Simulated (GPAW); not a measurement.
# Polarising a 7-layer slab of Sr(111) with a field along the normal

The dipole of the cell at several fields, atoms fixed. What does the strongest field give, and what length does the slope stand for?

Set-up. GPAW 26.7.0, plane waves (400 eV), PAW setups, PBE, 9×9 mesh, a dipole layer in the vacuum; geometry relaxed without an applied field with GPAW. The cell's area is 16.01 Å², and e/ε0 = 180.95 V Å.

Results, with one row withheld:

| field (V/Å) | dipole (e Å) |
| --- | --- |
| −0.2 | −0.4698 |
| −0.1 | −0.2340 |
| −0.05 | −0.1163 |
| 0.05 | 0.1192 |
| 0.1 | 0.2369 |
| 0.2 | 0.4726 |
| 0.3 | ? |

To predict: What is the dipole at 0.3 V/Å?

**Working.** A line through the 6 points has the slope α = 2.356 e Å per V/Å and the intercept p₀ = 0.0014 e Å (r.m.s. residual 8.3e−05). At 0.3 V/Å it gives p = 0.0014 + 2.356 × 0.3 = 0.7081 e Å; the run gives 0.7089 e Å, so the response stays linear to 0.1 % of the induced part. Dividing by ε0 and the area: α/(ε0 A) = 2.356 × 180.95 / 16.01 = 26.63 Å, against 21.02 Å between the outer nuclei. A metal screens fully, so the excess of 5.61 Å puts the image planes about 2.81 Å outside the outer atoms on average.

Caveats: This is the electronic response alone; ions that move would add to it in polar layers. No run was spin-polarised, so magnetic states weren't tested.
